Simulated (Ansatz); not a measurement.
# What KSrH3 (model cell, started as cubic perovskite with Sr in the octahedra) distorts into, part 3 of 3

Wanted: the energy along a soft mode of KSrH3 (model cell, started as cubic perovskite with Sr in the octahedra) and the structure at the end.

Ansatz 0.2.0; DFT PBEsol, scalar-relativistic, plane waves, PAW; PAW set soft_1.

So far. Step 5 (Energy along the mode, all amplitudes (two of the runs …): The lowest of the steps tried is the last one, at 0.6 Å, 25.0 meV/atom below the parent; the bottom of the well need not coincide with a step. Step 7 (The new phase in its own primitive cell): The largest force component left is 0.31 meV/Å and the pressure is -0.001 GPa, within the tolerances set. The cell now holds 20.28 Å³/atom. The relaxed cell has a = 6.615, c = 16.054 Å (conventional setting).

The structure was built from a prototype and need not be the compound's stable phase.

### 8. Modes of the new phase, k-mesh 6×6×6

A relaxed structure may still be a saddle point, so its zone-centre modes are computed. The response to a homogeneous field gives the Born charges and the dielectric tensor.

input.yaml

```yaml
crystal:
  lattice:
    - [3.3076604493, 1.9096786508, 5.3513834253]
    - [-3.3076604493, 1.9096786508, 5.3513834253]
    - [0.0, -3.8193573016, 5.3513834253]
  atoms:
    - { symbol: K, position: [0.25, 0.25, 0.25] }
    - { symbol: K, position: [0.75, 0.75, 0.75] }
    - { symbol: Sr, position: [0.5, 0.5, 0.5] }
    - { symbol: Sr, position: [0.0, 0.0, 0.0] }
    - { symbol: H, position: [0.6566753506, 0.25, 0.8433246494] }
    - { symbol: H, position: [0.3433246494, 0.75, 0.1566753506] }
    - { symbol: H, position: [0.8433246494, 0.6566753506, 0.25] }
    - { symbol: H, position: [0.1566753506, 0.3433246494, 0.75] }
    - { symbol: H, position: [0.75, 0.1566753506, 0.3433246494] }
    - { symbol: H, position: [0.25, 0.8433246494, 0.6566753506] }
kpoints:
  mp_grid: { grid: [6, 6, 6] }
hamiltonian:
  xc: pbesol
  pseudopotentials: { kind: paw, azcp: { folder: soft_1 }, xc_functional: pbe }
scf:
  occupations: { method: fixed }
output:
  eigenvalues: true
phonons:
  method: dfpt
  dielectric: true
  rigid_motions: translations
```

The run is started by

```sh
$ ansatz run input.yaml --threads 4 --pin off --max-ram 16384MiB --backend cpu --events-out ev --progress --plain --runs-dir out
```

Numbers of over 12 decimals in the logs are rounded to 6 here.

Log:

```text
[...]
Crystal: 10 atoms, lattice volume = 202.814 Å³
Basis set: ecut = 420 eV, 3911 PW (Γ), exchange–correlation on 96×96×96 points (8 copies of the dense FFT grid, shifted against one another)
Bands: 32, of which v1, the nominal top of the filled ones, is band 22 counted from 1 (21 counted from 0)
Symmetry: 12 space group operations
k-points: 112 of 216 (irreducible under 1 space group operation, time reversal used)
[...]
SCF iter   1: F=—  HF=-10115.646829 eV  |F-HF|=—  |Δ(HF+E_count)|=         —  Δρ=4.75e-2  dr2=6.01e0  ethr=3.10e-3  ⟨swp⟩=5.9  Hψ=14684  notcnv=0  defer=800
[...]
SCF iter   9: F=-10113.670401 eV  HF=-10113.670401 eV  |F-HF|=1.82e-11  |Δ(HF+E_count)|=   1.57e-9  Δρ=8.15e-8  dr2=1.47e-11  ethr=1.00e-12  ⟨swp⟩=21.8  Hψ=34296  notcnv=0
SCF 1 converged in 9 iterations: F = -10113.670401 eV  dr2 = 1.47e-11
[...]
NSCF: frozen V_eff on 6 k-points
DFPT response loops at Γ: preconditioner auto → none (the input reference at scf.mixing.eps_inf says where Resta's filter doesn't serve); β = 0.50; Broyden in place of MSR1
── the response to a field inside a basis, on 6×6×6 k-points: an SCF that follows is theirs, and a resumed run solves both again ──
Bands: 23, of which v1, the nominal top of the filled ones, is band 22 counted from 1 (21 counted from 0)
k-points: 28 of 216
[...]
Eigensolver: Dense (28 Hₖ)
SCF iter   1: F=—  HF=-10113.657402 eV  |F-HF|=—  |Δ(HF+E_count)|=         —  Δρ=1.11e-4  dr2=6.19e-6  ethr=1.00e-1
[...]
SCF iter   3: F=-10113.657409 eV  HF=-10113.657409 eV  |F-HF|=3.00e-8  |Δ(HF+E_count)|=   2.29e-6  Δρ=3.94e-6  dr2=3.47e-8  ethr=3.92e-9
SCF 1 converged in 3 iterations: F = -10113.657409 eV  dr2 = 3.47e-8
[...]
SCF converged after 9 iterations
Free energy (F): -10113.670401 eV
[...]
Internal energy: -10113.670401 eV  (E = F + TS)
E sigma→0 (E₀):  -10113.670401 eV
Fermi energy:    2.036569 eV
[...]
--- Band table (eV; the first three rows and the last of 112) ---
  k-point 0: bands = [... 18 lower, 1.1611, 1.9350, 1.9350, 2.0366, 5.4436, 5.4436, 5.4858, 8.0360, ... 6 higher]
  k-point 1: bands = [... 18 lower, 1.2164, 1.7150, 1.8782, 1.9736, 5.4024, 5.5418, 5.5860, 7.6058, ... 6 higher]
  k-point 2: bands = [... 18 lower, 1.3638, 1.3716, 1.7315, 1.8179, 5.4580, 5.8038, 5.8846, 6.6712, ... 6 higher]
  k-point 111: bands = [... 18 lower, 1.5412, 1.5412, 1.5412, 1.5412, 5.9057, 5.9057, 6.4447, 6.4447, ... 6 higher]
--- Phonons (Γ-DFPT): 6 representative perturbations + reference, on 112 of 216 k-points (Σ response iterations 22) ---
  k mesh reduced under 1 symmetry operation, with k and −k counted as one. Each operation leaves every solved perturbation unchanged. A smaller set is not considered because the run solves the response to a homogeneous field
  ASR residual: 2.165e-4 → 0.000e0 eV/Å²; symmetrization residual: 3.360e-7 eV/Å²
  ASR residual per site (eV/Å²): 2.12e-6 2.12e-6 2.16e-4 2.16e-4 1.72e-5 1.72e-5 1.73e-5 1.73e-5 1.72e-5 1.72e-5
  Γ frequencies (cm⁻¹): -121.04 -111.10 -111.10 -44.79 -44.79 -22.72 0.00 0.00 0.00 125.96 128.18 128.18 152.09 152.09 201.15 212.12 212.12 511.84 517.83 517.83 542.37 576.16 677.87 677.87 999.72 1012.56 1012.56 1048.09 1048.09 1178.17
  ε∞ (high-frequency dielectric tensor):
        3.148167     0.000000     0.000000
       -0.000000     3.148167    -0.000000
        0.000000    -0.000000     3.133259
  softest optical mode at Γ: -121.04 cm⁻¹; the repairs (sum rule, projections) moved no ω² at Γ by more than (2.77 cm⁻¹)²
  Born effective charges Z* (e; rows j = field, columns β = displacement):
    site 0:
         1.06893    0.00000    0.00000
         0.00000    1.06893    0.00000
         0.00000    0.00000    1.12059
    site 1:
         1.06893    0.00000    0.00000
         0.00000    1.06893    0.00000
         0.00000   -0.00000    1.12059
    site 2:
         1.86950   -0.02641    0.00000
         0.02641    1.86950    0.00000
         0.00000    0.00000    1.82763
    site 3:
         1.86950    0.02641    0.00000
        -0.02641    1.86950   -0.00000
         0.00000   -0.00000    1.82763
    site 4:
        -1.01786    0.06648   -0.08679
         0.06648   -0.94110    0.05011
        -0.08550    0.04936   -0.98274
    site 5:
        -1.01786    0.06648   -0.08679
         0.06648   -0.94110    0.05011
        -0.08550    0.04936   -0.98274
    site 6:
        -0.90272    0.00000   -0.00000
        -0.00000   -1.05624   -0.10022
        -0.00000   -0.09872   -0.98274
    site 7:
        -0.90272    0.00000   -0.00000
        -0.00000   -1.05624   -0.10022
        -0.00000   -0.09872   -0.98274
    site 8:
        -1.01786   -0.06648    0.08679
        -0.06648   -0.94110    0.05011
         0.08550    0.04936   -0.98274
    site 9:
        -1.01786   -0.06648    0.08679
        -0.06648   -0.94110    0.05011
         0.08550    0.04936   -0.98274
  Z* charge neutrality: 5.665e-3 e pre-enforcement
  solved inside a basis spanned on kpoints, on 6×6×6 k-points, its susceptibility summed on 10×10×10: ε∞ is read to err by 8.2e-3, Z* by 1.2e-2 e (field_mesh: kpoints solves on kpoints); Z* is corrected for what the basis lacks
  optical modes at Γ without the LO–TO term, one row a degenerate level:
      ω (cm⁻¹)  modes    IR ((D/Å)²/amu)
       -121.04      1            41.1162
       -111.10      2            24.9537
        -44.79      2             0.0000
        -22.72      1             0.0000
        125.96      1             0.0000
        128.18      2             0.1434
        152.09      2             6.1417
[...]
optical modes at Γ + LO–TO along q̂ = [1.0000, 0.0000, 0.0000]:
      ω (cm⁻¹)  modes    IR ((D/Å)²/amu)
[...]
optical modes at Γ + LO–TO along q̂ = [0.0000, 1.0000, 0.0000]:
      ω (cm⁻¹)  modes    IR ((D/Å)²/amu)
[...]
optical modes at Γ + LO–TO along q̂ = [0.0000, 0.0000, 1.0000]:
      ω (cm⁻¹)  modes    IR ((D/Å)²/amu)
[...]
152.09      2             6.1417
        212.12      2             0.0000
        506.02      1            54.0750
        511.84      1             0.0000
        517.83      2           150.7593
        542.37      1             0.0000
        576.16      1             0.0000
        677.87      2             0.0000
       1012.56      2            90.8730
       1048.09      2             0.0000
       1105.12      1            82.4044
       1178.17      1             0.0000
```

Elapsed: 3.9 min, on 4 threads of Arm Neoverse V1, shared host; peak memory 2.8 GiB.

Numbers from this step:

| Item | Value |
| --- | --- |
| sum-rule residual before enforcement | 2.16e-4 eV/Å² |
| miss of the charge sum rule | 0.005665 e |
| estimated error of the dielectric tensor | 0.008231 |
| estimated error of the Born charges | 0.01196 e |
| point group | -3m |
| highest optical mode at the zone centre (no LO-TO term) | 1178 cm⁻¹ |
| lowest optical zone-centre mode | -121.0 cm⁻¹ |
| mean high-frequency dielectric constant | 3.143 |
| largest Born charge (third of the trace) | 1.856 e |
| top of the zone-centre spectrum with the field | 1178 cm⁻¹ |

Without the LO-TO term. Patterns of degenerate modes are one choice out of their space. Modes at Γ, with each element's share of the kinetic energy (negative means imaginary):

| mode | frequency (cm⁻¹) | symmetry | K % | Sr % | H % |
| --- | --- | --- | --- | --- | --- |
| 1 | -121.0 | A2u | 47 | 13 | 40 |
| 2 | -111.1 | Eu | 22 | 7 | 71 |
| 3 | -111.1 | Eu | 22 | 7 | 71 |
| 4 | -44.8 | Eg | 71 | 0 | 29 |
| 5 | -44.8 | Eg | 71 | 0 | 29 |
| 6 | -22.7 | A2g | 99 | 0 | 1 |
| 7 | 0.0 | acoustic | 30 | 68 | 2 |
| 8 | 0.0 | acoustic | 30 | 68 | 2 |
| 9 | 0.0 | acoustic | 30 | 68 | 2 |
| 10 | 126.0 | A1u | 0 | 100 | 0 |
| 11 | 128.2 | Eu | 1 | 98 | 1 |
| 12 | 128.2 | Eu | 1 | 98 | 1 |
| 13 | 152.1 | Eu | 46 | 26 | 28 |
| 14 | 152.1 | Eu | 46 | 26 | 28 |
| 15 | 201.2 | A2u | 23 | 19 | 58 |
| 16 | 212.1 | Eg | 29 | 0 | 71 |
| 17 | 212.1 | Eg | 29 | 0 | 71 |
| 18 | 511.8 | A1g | 0 | 0 | 100 |
| 19 | 517.8 | Eu | 0 | 1 | 98 |
| 20 | 517.8 | Eu | 0 | 1 | 98 |
| 21 | 542.4 | A2g | 1 | 0 | 99 |
| 22 | 576.2 | A1u | 0 | 0 | 100 |
| 23 | 677.9 | Eg | 0 | 0 | 100 |
| 24 | 677.9 | Eg | 0 | 0 | 100 |
| 25 | 999.7 | A2u | 0 | 1 | 99 |
| 26 | 1012.6 | Eu | 0 | 1 | 99 |
| 27 | 1012.6 | Eu | 0 | 1 | 99 |
| 28 | 1048.1 | Eg | 0 | 0 | 100 |
| 29 | 1048.1 | Eg | 0 | 0 | 100 |
| 30 | 1178.2 | A2g | 0 | 0 | 100 |

Displacements in mode 1 (-121.0 cm⁻¹), the largest set to 1:
```
K1   0.00  0.00  0.34
K2   0.00  0.00  0.34
Sr3  0.00  0.00 -0.12
Sr4  0.00  0.00 -0.12
H5   0.48 -0.28 -1.00
H6   0.48 -0.28 -1.00
H7   0.00  0.55 -1.00
H8   0.00  0.55 -1.00
H9  -0.48 -0.28 -1.00
H10 -0.48 -0.28 -1.00
```

Displacements in mode 20 (517.8 cm⁻¹), the largest set to 1:
```
K1   0.00 -0.02  0.00
K2   0.00 -0.02  0.00
Sr3  0.01 -0.01  0.00
Sr4 -0.01 -0.02  0.00
H5   0.40  0.89  0.02
H6   0.40  0.89  0.02
H7  -0.14  0.16 -0.03
H8  -0.14  0.16 -0.03
H9  -0.50  1.00  0.01
H10 -0.50  1.00  0.01
```

Optical modes at the zone centre, without and with the macroscopic field of the longitudinal modes; each column is sorted by frequency, so a row need not hold one and the same mode. Modes with and without the field, by row:

| rank among optical modes | no field (cm⁻¹) | q along (1, 0, 0) (cm⁻¹) | q along (0, 0, 1) (cm⁻¹) |
| --- | --- | --- | --- |
| 1 | -121 | -121 | -111.1 |
| 2 | -111.1 | -111.1 | -111.1 |
| 3 | -111.1 | -44.8 | -44.8 |
| 4 | -44.8 | -44.8 | -44.8 |
| 5 | -44.8 | -22.7 | -22.7 |
| 6 | -22.7 | 58.7 | 91.7 |
| 7 | 126 | 126 | 126 |
| 8 | 128.2 | 128.2 | 128.2 |
| 9 | 128.2 | 128.6 | 128.2 |
| 10 | 152.1 | 152.1 | 152.1 |
| 11 | 152.1 | 177.1 | 152.1 |
| 12 | 201.2 | 201.2 | 212.1 |
| 13 | 212.1 | 212.1 | 212.1 |
| 14 | 212.1 | 212.1 | 506 |
| 15 | 511.8 | 511.8 | 511.8 |
| 16 | 517.8 | 517.8 | 517.8 |
| 17 | 517.8 | 542.4 | 517.8 |
| 18 | 542.4 | 576.2 | 542.4 |
| 19 | 576.2 | 677.9 | 576.2 |
| 20 | 677.9 | 677.9 | 677.9 |
| 21 | 677.9 | 694.9 | 677.9 |
| 22 | 999.7 | 999.7 | 1013 |
| 23 | 1013 | 1013 | 1013 |
| 24 | 1013 | 1048 | 1048 |
| 25 | 1048 | 1048 | 1048 |
| 26 | 1048 | 1114 | 1105 |
| 27 | 1178 | 1178 | 1178 |

Born charge (rows field, columns displacement) (e), principal values of the symmetric part by kind of site:

| atom | atoms with these values | low | middle | high | mean |
| --- | --- | --- | --- | --- | --- |
| K1 | 2 | 1.07 | 1.07 | 1.12 | 1.09 |
| Sr3 | 2 | 1.83 | 1.87 | 1.87 | 1.86 |
| H5 | 6 | -1.13 | -0.91 | -0.90 | -0.98 |

In full for H5:

```
-1.02  0.07 -0.09
 0.07 -0.94  0.05
-0.09  0.05 -0.98
```

High-frequency dielectric tensor:

```
3.15 0.00 0.00
0.00 3.15 0.00
0.00 0.00 3.13
```

Transverse modes; imaginary modes are left out. Lines of the infrared spectrum (strongest = 100):

| position (cm⁻¹) | label | relative intensity |
| --- | --- | --- |
| 126 | A1u | 0.0 |
| 128 | Eu | 0.1 |
| 152 | Eu | 4.1 |
| 201 | A2u | 31 |
| 212 | Eg | 0.0 |
| 512 | A1g | 0.0 |
| 518 | Eu | 100 |
| 542 | A2g | 0.0 |
| 576 | A1u | 0.0 |
| 678 | Eg | 0.0 |
| 1000 | A2u | 33 |
| 1013 | Eu | 60 |
| 1048 | Eg | 0.0 |
| 1178 | A2g | 0.0 |

Before it was imposed, the acoustic sum rule was missed by 2.2e-4 eV/Å² and the charge sum rule by 0.0057 e. Small misses are needed for a sound result but don't prove that mesh and cutoff are converged. The lowest optical mode is imaginary, 121.0i cm⁻¹, so the energy falls along it.

### 9. Results

```yaml
unstable_mode_of_the_parent: q = (-0.5, -0.5, -0.5), 354i cm⁻¹
depth_at_the_lowest_point_sampled: 25.0 meV/atom
largest_atomic_shift_at_that_point: 0.6 Å
space_group_reached_within_0p01_a: R-3c
energy_gained_over_the_parent_first_relaxation_on_the_mesh_of_the_frozen_mode: 26.9 meV/atom
volume_per_atom_phase_reached: 20.3 Å³
gap_on_the_k_mesh_phase_reached: 2.75 eV
lowest_optical_zone_centre_mode_phase_reached: -121 cm⁻¹
highest_optical_mode_at_the_zone_centre_no_lo_to_term_phase_reached: 1178 cm⁻¹
```

What this shows: Along this mode the structure falls into R-3c, 26.9 meV/atom below the parent. At the parent's cell the well is 25.02 meV/atom deep on the steps tried, with its lowest point at a shift of 0.6 Å. That is the last step tried, so the steps alone don't bracket the bottom of the well. Relaxing atoms and cell changes the gain by +1.85 meV/atom against the lowest step (energies at zero smearing). The new phase still has an imaginary mode at the zone centre of its cell, so it is a saddle point on the way to a lower structure. Of the 4 patterns followed to their end from this parent, this one ends 1.66 meV/atom above the lowest, Imma. Each path keeps the symmetry of its pattern, so a lower phase may lie along a pattern not tried. The PAW files were made for PBE and serve the other functionals too. The starting cell was built on a prototype and not taken from a measurement, so the phase need not exist.

[Logs are printed without paths, hosts, clocks, repeated set-up lines and the standing remarks that a program may print on its own settings, such as how far it seeks lower states.]

[Hosts, paths, dates, database ids (printed as entryN), source tags and the programs' standing remarks are cut or masked in the printed files.]
